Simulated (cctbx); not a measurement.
# Accept or mend?

Cell a = 6.0810 Å, b = 12.6460 Å, c = 5.7600 Å, α = 90.00°, β = 112.29°, γ = 90.00°; space group P2_1/c (no. 14). The compound is Ca2NiAs2H4O10.

Simulated single-crystal data (cctbx): Mo Kα, λ = 0.71073 Å, to d = 0.65 Å, 80 % of the full sphere, strongest reflection 20000 counts, noise from counting, a 6 % proportional error and a noise floor of 15 counts (s.d.); no absorption, and some extinction, which the refinements don't model.

An anisotropic refinement with weights 1/σ² prints:

```text
Rint 0.050, 1555 unique reflections to 0.65 A
cycle     R1     wR2    GooF  max shift (A)
   1  0.3856  0.7035  12.080   0.75983
  12  0.0900  0.2190   3.761   0.02005
final R1 0.0900 wR2 0.2190 GooF 3.760  parameters 77  data/parameter 20.2
atom        x        y        z      Ueq    occ   su(xyz)  su(Uiso or U11)
As1    0.77416  0.12113  0.44940   0.0128  1.000  0.00016  0.0004
Ni1    0.00000  0.00000  0.00000   0.0107  1.000  0.00000  0.0006
Ca1    0.43083  0.11933  0.78419   0.0117  1.000  0.00030  0.0006
Fe1    0.19712  0.13315  0.04182   0.2278  1.000  0.00271  0.0155
O1     0.54733  0.20728  0.44886   0.0119  1.000  0.00118  0.0023
O2     0.04003  0.18303  0.52282   0.0155  1.000  0.00130  0.0030
O3     0.68769  0.05185  0.18333   0.0186  1.000  0.00139  0.0030
O4     0.76286  0.03271  0.68410   0.0178  1.000  0.00129  0.0031
H1     0.08588  0.23780  0.03244   0.0334  1.000  0.03516  0.0412
H2     0.36947  0.05305  0.26109   0.0399  1.000  0.03657  0.0495
difference map: max 13.24 min -5.53 rms 0.69
Q1    0.1816  0.1350  0.0286    4   13.56  0.10 A from Fe1
Q2    0.0000  0.0000  0.0000    2    3.70  0.00 A from Ni1
Q3    0.2195  0.6269  0.0546    4    3.25  0.09 A from As1
Q4    0.4278  0.1219  0.7870    4    2.09  0.04 A from Ca1
Q5    0.3925  0.7126  0.0379    4    1.65  0.35 A from O1
Q6    0.1676  0.5896  0.6132    4    1.59  1.30 A from O4
```

**Question.** Can this result stand? If not, what is the likely fault?

Mend it. The fault: wrong element: Fe1 is O. Against the right model at the same level, R1 goes from 0.0237 to 0.0900 and GooF from 0.97 to 3.76, U of Fe1 swells from 0.0153 to 0.2278 Å² and the top difference peak, 13.6 e/Å³, lies on Fe1. Fe1 has 18 electrons too many and its U swells to shed them, as expected. The fit had not settled when the cycles ran out.

The compound is Ca2NiAs2H4O10. The right model at the same level gives:

```text
Rint 0.050, 1555 unique reflections to 0.65 A
cycle     R1     wR2    GooF  max shift (A)
   1  0.0446  0.1152   1.978   0.01879
   8  0.0237  0.0564   0.969   0.00244
final R1 0.0237 wR2 0.0564 GooF 0.969  parameters 77  data/parameter 20.2
atom        x        y        z      Ueq    occ   su(xyz)  su(Uiso or U11)
As1    0.77436  0.12123  0.44934   0.0137  1.000  0.00004  0.0001
Ni1    0.00000  0.00000  0.00000   0.0113  1.000  0.00000  0.0002
Ca1    0.43075  0.11939  0.78430   0.0123  1.000  0.00008  0.0002
O1     0.18456  0.13456  0.03162   0.0153  1.000  0.00031  0.0007
O2     0.54968  0.20705  0.44927   0.0132  1.000  0.00029  0.0006
O3     0.04155  0.18228  0.52297   0.0164  1.000  0.00032  0.0007
O4     0.68930  0.05183  0.18428   0.0191  1.000  0.00034  0.0008
O5     0.76489  0.03310  0.68468   0.0187  1.000  0.00033  0.0008
H1     0.09242  0.19568  0.01439   0.0195  1.000  0.00671  0.0084
H2     0.30623  0.14261  0.22074   0.0380  1.000  0.00887  0.0115
difference map: max 0.79 min -0.89 rms 0.22
Q1    0.3391  0.6360  0.4825    4    0.82  1.40 A from O4
Q2    0.5084  0.1966  0.9032    4    0.78  1.18 A from Ca1
Q3    0.2725  0.7040  0.3937    4    0.76  1.58 A from O2
Q4    0.3845  0.6493  0.6569    4    0.75  1.11 A from Ca1
Q5    0.0248  0.5882  0.6166    4    0.74  1.28 A from Ni1
Q6    0.0042  0.2530  0.2615    4    0.70  1.50 A from H1
```

Isotropic U is held between 0.0001 and 1 Å² by the program, and listed peak heights are interpolated, so they can pass the grid's maximum.

The model was made for the exercise: a known structure type with other elements put in, its volume estimated, not relaxed; displacement parameters are assumed.

[Middle refinement cycles are left out of these outputs.]

[Logs are printed without paths, hosts, clocks, repeated set-up lines and the standing remarks that a program may print on its own settings, such as how far it seeks lower states.]
